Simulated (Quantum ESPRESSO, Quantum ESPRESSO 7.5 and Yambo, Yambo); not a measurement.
# Beyond one shot: SrCl2 (Fm-3m)

How far does self-consistency move the gap of SrCl2 (Fm-3m)?

Method: PBE and many-body steps on it, plane waves, in Quantum ESPRESSO 7.5 and Yambo 5.3.0.

Report form: the programs' logs are mostly left out.

## (1) The structure

Symmetry: Fm-3m, No. 225, cubic system. The conventional cell has a = 6.977 Å, b = 6.977 Å, c = 6.977 Å, α = 90.00°, β = 90.00°, γ = 90.00°. Nearest to Sr lie 8 Cl at 3.02 Å. Nearest to Cl lie 4 Sr at 3.02 Å. Farther neighbours and most contacts between anions are not listed.

Coordinates:

```cif
data_structure
_symmetry_space_group_name_H-M 'P 1'
_symmetry_Int_Tables_number 1
_cell_length_a 4.9333
_cell_length_b 4.9333
_cell_length_c 4.9333
_cell_angle_alpha 60.000
_cell_angle_beta 60.000
_cell_angle_gamma 60.000
_cell_volume 84.90
loop_
_atom_site_label
_atom_site_type_symbol
_atom_site_fract_x
_atom_site_fract_y
_atom_site_fract_z
_atom_site_occupancy
Sr1 Sr 0.00000 0.00000 0.00000 1
Cl2 Cl 0.25000 0.25000 0.25000 1
Cl3 Cl 0.75000 0.75000 0.75000 1
```

The cell and positions come from the Crystallography Open Database and are kept as given unless a step says otherwise.

## (2) Empty states on the mesh, 4×4×4 mesh, 101 bands

This step: Quantum ESPRESSO 7.5; DFT, PBE, plane waves, norm-conserving pseudopotentials.

The sums over transitions need many empty states on a uniform mesh; this step solves for them.

Input file pw.in:

```
&control
  calculation = 'nscf'
  prefix = 'x'
  outdir = 'o'
  pseudo_dir = 'pseudo'
/
&system
  ibrav = 0
  nat = 3
  ntyp = 2
  ecutwfc = 56.0
  nbnd = 101
  force_symmorphic = .true.
/
&electrons
  conv_thr = 1e-9
  electron_maxstep = 80
  diago_full_acc = .true.
  diago_thr_init = 5e-6
/
ATOMIC_SPECIES
  Sr 87.62 Sr.upf
  Cl 35.45 Cl.upf
CELL_PARAMETERS angstrom
  -0.0000000000 3.4883500000 3.4883500000
  3.4883500000 -0.0000000000 3.4883500000
  3.4883500000 3.4883500000 -0.0000000000
ATOMIC_POSITIONS crystal
  Sr 0.0000000000 0.0000000000 0.0000000000
  Cl 0.2500000000 0.2500000000 0.2500000000
  Cl 0.7500000000 0.7500000000 0.7500000000
K_POINTS automatic
  4 4 4 0 0 0
```

Launch:

```bash
> OMP_NUM_THREADS=1 mpirun -n 4 pw.x -nk 4 -in pw.in > pw.out
```

Elapsed: 8.3 s, on 4 MPI ranks of Arm Neoverse V1, shared host; peak memory 0.35 GiB.

This step gave:

| Quantity | Value |
| --- | --- |
| gap | 5.343 eV |
| k of the valence top | 0, -0.5, -0.5 |
| k of the conduction bottom | 0, 0, 0 |
| least direct gap | 5.512 eV |
| k points computed | 8 |
| lowest point of the top converged band, above the valence top | 52.5111 eV |

On this mesh the gap is 5.343 eV.

The density comes from a self-consistent run that is not shown.

## (3) Conversion and set-up

This step: Yambo 5.3.0; conversion and set-up on PBE, plane waves, norm-conserving pseudopotentials.

The states are converted to the many-body program's format and the q mesh is built.

Launch:

```bash
> (cd o/x.save; p2y > p2y.log; mv SAVE ../..); yambo > setup.log
```

It took 2.6 s on 1 MPI rank; peak memory 0.25 GiB.

## (4) G0W0

G0W0 replaces the xc potential by the self-energy, built once from these orbitals. Only a window of levels is corrected, while the sums run over the empty bands that the input names.

This step: G0W0 on PBE, plane waves, norm-conserving pseudopotentials.

Input file gw1.in:

```
HF_and_locXC
gw0
dyson
ppa
em1d
rim_cut
RandQpts= 1000000
RandGvec= 1 RL
EXXRLvcs= 56 Ry
VXCRLvcs= 224 Ry
Chimod= "HARTREE"
% BndsRnXp
 1 | 101 |
%
NGsBlkXp= 7 Ry
% LongDrXp
 1 | 1 | 1 |
%
% GbndRnge
 1 | 101 |
%
DysSolver= "n"
ExtendOut
PPAPntXp= 27.21138 eV
% QPkrange
 1 | 8 | 7 | 17 |
%
```

Launch:

```bash
> OMP_NUM_THREADS=1 mpirun -n 4 yambo -F gw1.in -J gw1 -C gw1 > gw1.log
```

The job ended after 4.7 min (4 MPI ranks; peak memory 1.8 GiB; 19 min of CPU time).

Numbers from this step:

```
G0W0 gap on the mesh                         : 7.474 eV
starting gap on the mesh                     : 5.343 eV
k of the valence top                         : 0, -0.5, -0.5
k of the conduction bottom                   : 0, 0, 0
least direct G0W0 gap on the computed points : 7.867 eV
Z at the valence top                         : 0.8151
Z at the conduction bottom                   : 0.8657
```

The gap on the mesh goes from 5.34 eV to 7.47 eV, a correction of +2.13 eV.

## (5) evGW0, cycle 1

This step: evGW0 on PBE, plane waves, norm-conserving pseudopotentials.

gw2.in, as its differences from gw1.in of step 4:

```diff
@@ -27 +27,2 @@
 %
+GfnQPdb= "E < ./gw1/ndb.QP"
```

Launch:

```bash
> OMP_NUM_THREADS=1 mpirun -n 4 yambo -F gw2.in -J gw2,gw1_W -C gw2 > gw2.log
```

Wall time 4.1 min (4 MPI ranks); peak memory 1.8 GiB; 16 min of CPU time.

This step gave:

```yaml
quasiparticle_gap_on_the_mesh: 7.709 eV
gap_of_the_density_functional_on_the_mesh: 5.343 eV
k_of_the_valence_top: 0, -0.5, -0.5
k_of_the_conduction_bottom: 0, 0, 0
least_direct_quasiparticle_gap_on_the_computed_points: 8.112 eV
z_at_the_valence_top: 0.8229
z_at_the_conduction_bottom: 0.8868
```

Against G0W0 in Yambo (4×4×4 mesh, 101 bands, screening to 95.2 eV, Godby-Needs plasmon pole), the gap moves by +0.235 eV.

The program's own table gives 7.951 eV, which is too large where the input levels are shifted: this version takes Σc at the unshifted level E₀, yet steps from the shifted one. The value above is the Newton step from E₀, E₀ + Z(Σc + Σx − Vxc), rebuilt from the printed columns.

## (6) evGW0, cycle 2

The corrected levels of the last cycle go back in.

gw3.in, as its differences from gw2.in of step 5:

```diff
@@ -27,2 +27,2 @@
 %
-GfnQPdb= "E < ./gw1/ndb.QP"
+GfnQPdb= "E < ./gw2_fix/ndb.QP"
```

Launch:

```bash
> OMP_NUM_THREADS=1 mpirun -n 4 yambo -F gw3.in -J gw3,gw1_W -C gw3 > gw3.log
```

Wall time 4.1 min (4 MPI ranks); peak memory 1.8 GiB; 16 min of CPU time.

Numbers from this step:

```
quasiparticle gap on the mesh                         : 7.736 eV
gap of the density functional on the mesh             : 5.343 eV
k of the valence top                                  : 0, -0.5, -0.5
k of the conduction bottom                            : 0, 0, 0
least direct quasiparticle gap on the computed points : 8.140 eV
```

Against the cycle before, the gap moves by +0.026 eV.

The program's own table gives 7.998 eV, which is too large where the input levels are shifted: this version takes Σc at the unshifted level E₀, yet steps from the shifted one. The value above is the Newton step from E₀, E₀ + Z(Σc + Σx − Vxc), rebuilt from the printed columns.

## (7) evGW0, cycle 3

gw4.in, as its differences from gw3.in of step 6:

```diff
@@ -27,2 +27,2 @@
 %
-GfnQPdb= "E < ./gw2_fix/ndb.QP"
+GfnQPdb= "E < ./gw3_fix/ndb.QP"
```

Launch:

```bash
> OMP_NUM_THREADS=1 mpirun -n 4 yambo -F gw4.in -J gw4,gw1_W -C gw4 > gw4.log
```

Wall time 4.1 min (4 MPI ranks); peak memory 1.8 GiB; 16 min of CPU time.

Numbers from this step:

- quasiparticle gap on the mesh: 7.739 eV
- gap of the density functional on the mesh: 5.343 eV
- k of the valence top: 0, -0.5, -0.5
- k of the conduction bottom: 0, 0, 0
- least direct quasiparticle gap on the computed points: 8.144 eV

Against the cycle before, the gap moves by +0.003 eV.

The program's own table gives 8.004 eV, which is too large where the input levels are shifted: this version takes Σc at the unshifted level E₀, yet steps from the shifted one. The value above is the Newton step from E₀, E₀ + Z(Σc + Σx − Vxc), rebuilt from the printed columns.

## (8) evGW, cycle 1

This step: evGW on PBE, plane waves, norm-conserving pseudopotentials.

gw5.in, as its differences from gw4.in of step 7:

```diff
@@ -27,2 +27,3 @@
 %
-GfnQPdb= "E < ./gw3_fix/ndb.QP"
+GfnQPdb= "E < ./gw1/ndb.QP"
+XfnQPdb= "E < ./gw1/ndb.QP"
```

Launch:

```bash
> OMP_NUM_THREADS=1 mpirun -n 4 yambo -F gw5.in -J gw5 -C gw5 > gw5.log
```

Wall time 4.7 min (4 MPI ranks); peak memory 1.8 GiB.

Numbers from this step:

```
quasiparticle gap on the mesh                         : 8.271 eV
gap of the density functional on the mesh             : 5.343 eV
k of the valence top                                  : 0, -0.5, -0.5
k of the conduction bottom                            : 0, 0, 0
least direct quasiparticle gap on the computed points : 8.680 eV
```

Against G0W0 in Yambo (4×4×4 mesh, 101 bands, screening to 95.2 eV, Godby-Needs plasmon pole), the gap moves by +0.797 eV.

The program's own table gives 8.470 eV, which is too large where the input levels are shifted: this version takes Σc at the unshifted level E₀, yet steps from the shifted one. The value above is the Newton step from E₀, E₀ + Z(Σc + Σx − Vxc), rebuilt from the printed columns.

## (9) evGW, cycle 2

gw6.in, as its differences from gw5.in of step 8:

```diff
@@ -27,3 +27,3 @@
 %
-GfnQPdb= "E < ./gw1/ndb.QP"
-XfnQPdb= "E < ./gw1/ndb.QP"
+GfnQPdb= "E < ./gw5_fix/ndb.QP"
+XfnQPdb= "E < ./gw5_fix/ndb.QP"
```

Launch:

```bash
> OMP_NUM_THREADS=1 mpirun -n 4 yambo -F gw6.in -J gw6 -C gw6 > gw6.log
```

The job ended after 4.7 min (4 MPI ranks; peak memory 1.8 GiB).

Numbers from this step:

```
quasiparticle gap on the mesh                         : 8.483 eV
gap of the density functional on the mesh             : 5.343 eV
k of the valence top                                  : 0, -0.5, -0.5
k of the conduction bottom                            : 0, 0, 0
least direct quasiparticle gap on the computed points : 8.895 eV
```

Against the cycle before, the gap moves by +0.212 eV.

The program's own table gives 8.729 eV, which is too large where the input levels are shifted: this version takes Σc at the unshifted level E₀, yet steps from the shifted one. The value above is the Newton step from E₀, E₀ + Z(Σc + Σx − Vxc), rebuilt from the printed columns.

## (10) evGW, cycle 3

gw7.in, as its differences from gw6.in of step 9:

```diff
@@ -27,3 +27,3 @@
 %
-GfnQPdb= "E < ./gw5_fix/ndb.QP"
-XfnQPdb= "E < ./gw5_fix/ndb.QP"
+GfnQPdb= "E < ./gw6_fix/ndb.QP"
+XfnQPdb= "E < ./gw6_fix/ndb.QP"
```

Launch:

```bash
> OMP_NUM_THREADS=1 mpirun -n 4 yambo -F gw7.in -J gw7 -C gw7 > gw7.log
```

The job ended after 4.7 min (4 MPI ranks; peak memory 1.8 GiB).

This step gave:

```yaml
quasiparticle_gap_on_the_mesh: 8.532 eV
gap_of_the_density_functional_on_the_mesh: 5.343 eV
k_of_the_valence_top: 0, -0.5, -0.5
k_of_the_conduction_bottom: 0, 0, 0
least_direct_quasiparticle_gap_on_the_computed_points: 8.945 eV
```

Against the cycle before, the gap moves by +0.049 eV.

The program's own table gives 8.789 eV, which is too large where the input levels are shifted: this version takes Σc at the unshifted level E₀, yet steps from the shifted one. The value above is the Newton step from E₀, E₀ + Z(Σc + Σx − Vxc), rebuilt from the printed columns.

## (11) evGW, cycle 4

gw8.in, as its differences from gw7.in of step 10:

```diff
@@ -27,3 +27,3 @@
 %
-GfnQPdb= "E < ./gw6_fix/ndb.QP"
-XfnQPdb= "E < ./gw6_fix/ndb.QP"
+GfnQPdb= "E < ./gw7_fix/ndb.QP"
+XfnQPdb= "E < ./gw7_fix/ndb.QP"
```

Launch:

```bash
> OMP_NUM_THREADS=1 mpirun -n 4 yambo -F gw8.in -J gw8 -C gw8 > gw8.log
```

Wall time 4.7 min (4 MPI ranks); peak memory 1.8 GiB.

This step gave:

```yaml
quasiparticle_gap_on_the_mesh: 8.543 eV
gap_of_the_density_functional_on_the_mesh: 5.343 eV
k_of_the_valence_top: 0, -0.5, -0.5
k_of_the_conduction_bottom: 0, 0, 0
least_direct_quasiparticle_gap_on_the_computed_points: 8.957 eV
```

Against the cycle before, the gap moves by +0.011 eV.

The program's own table gives 8.803 eV, which is too large where the input levels are shifted: this version takes Σc at the unshifted level E₀, yet steps from the shifted one. The value above is the Newton step from E₀, E₀ + Z(Σc + Σx − Vxc), rebuilt from the printed columns.

## (12) evGW, cycle 5

gw9.in, as its differences from gw8.in of step 11:

```diff
@@ -27,3 +27,3 @@
 %
-GfnQPdb= "E < ./gw7_fix/ndb.QP"
-XfnQPdb= "E < ./gw7_fix/ndb.QP"
+GfnQPdb= "E < ./gw8_fix/ndb.QP"
+XfnQPdb= "E < ./gw8_fix/ndb.QP"
```

Launch:

```bash
> OMP_NUM_THREADS=1 mpirun -n 4 yambo -F gw9.in -J gw9 -C gw9 > gw9.log
```

It took 4.7 min on 4 MPI ranks; peak memory 1.8 GiB; 19 min of CPU time.

This step gave:

```
quasiparticle gap on the mesh                         : 8.546 eV
gap of the density functional on the mesh             : 5.343 eV
k of the valence top                                  : 0, -0.5, -0.5
k of the conduction bottom                            : 0, 0, 0
least direct quasiparticle gap on the computed points : 8.959 eV
```

Against the cycle before, the gap moves by +0.003 eV.

The program's own table gives 8.806 eV, which is too large where the input levels are shifted: this version takes Σc at the unshifted level E₀, yet steps from the shifted one. The value above is the Newton step from E₀, E₀ + Z(Σc + Σx − Vxc), rebuilt from the printed columns.

## (13) Side by side

Times are wall times on 4 MPI ranks of Arm Neoverse V1, shared host, good to a factor of about two.

```csv
run,mesh,bands,screening cutoff (eV),DFT gap (eV),gap on the mesh (eV),direct (eV),time
G0W0,4×4×4,101,95.2,5.343,7.474,7.867,4.7 min
"evGW0, cycle 1",4×4×4,101,95.2,5.343,7.709,8.112,4.1 min
"evGW0, cycle 2",4×4×4,101,95.2,5.343,7.736,8.140,4.1 min
"evGW0, cycle 3",4×4×4,101,95.2,5.343,7.739,8.144,4.1 min
"evGW, cycle 1",4×4×4,101,95.2,5.343,8.271,8.680,4.7 min
"evGW, cycle 2",4×4×4,101,95.2,5.343,8.483,8.895,4.7 min
"evGW, cycle 3",4×4×4,101,95.2,5.343,8.532,8.945,4.7 min
"evGW, cycle 4",4×4×4,101,95.2,5.343,8.543,8.957,4.7 min
"evGW, cycle 5",4×4×4,101,95.2,5.343,8.546,8.959,4.7 min
```

## (14) What came out

| Quantity | Value |
| --- | --- |
| G0W0 | 7.474 eV |
| evGW0, cycle 1 | 7.709 eV |
| evGW0, cycle 2 | 7.736 eV |
| evGW0, cycle 3 | 7.739 eV |
| evGW, cycle 1 | 8.271 eV |
| evGW, cycle 2 | 8.483 eV |
| evGW, cycle 3 | 8.532 eV |
| evGW, cycle 4 | 8.543 eV |
| evGW, cycle 5 | 8.546 eV |
| known limits | not at the basis limit; no spin-orbit coupling |

**Reading.** evGW0 ends at 7.74 eV, +0.27 eV from G0W0, after 3 cycles that took 12 min beside the first screening; the last moved the gap by 0.003 eV. evGW ends at 8.55 eV, +1.07 eV from G0W0, after 5 cycles that took 23 min beside the first screening; the last moved the gap by 0.003 eV. Bands and cutoff are finite, so the gap is not at the basis limit. The miss can reach some tenths of an eV and take either sign; the mesh is an error of its own. The many-body steps are scalar-relativistic: spin-orbit coupling is not in them.

[Paths, hosts, dates, memory and timing lines, banners, echoed tables and standing remarks are left out of the program output.]

[Logs are printed without paths, hosts, clocks, repeated set-up lines and the standing remarks that a program may print on its own settings, such as how far it seeks lower states.]

[Runs of the session that timed out or met a known fault of the program may be left out.]

[Hosts, paths, dates, database ids (printed as entryN), source tags and the programs' standing remarks are cut or masked in the printed files.]
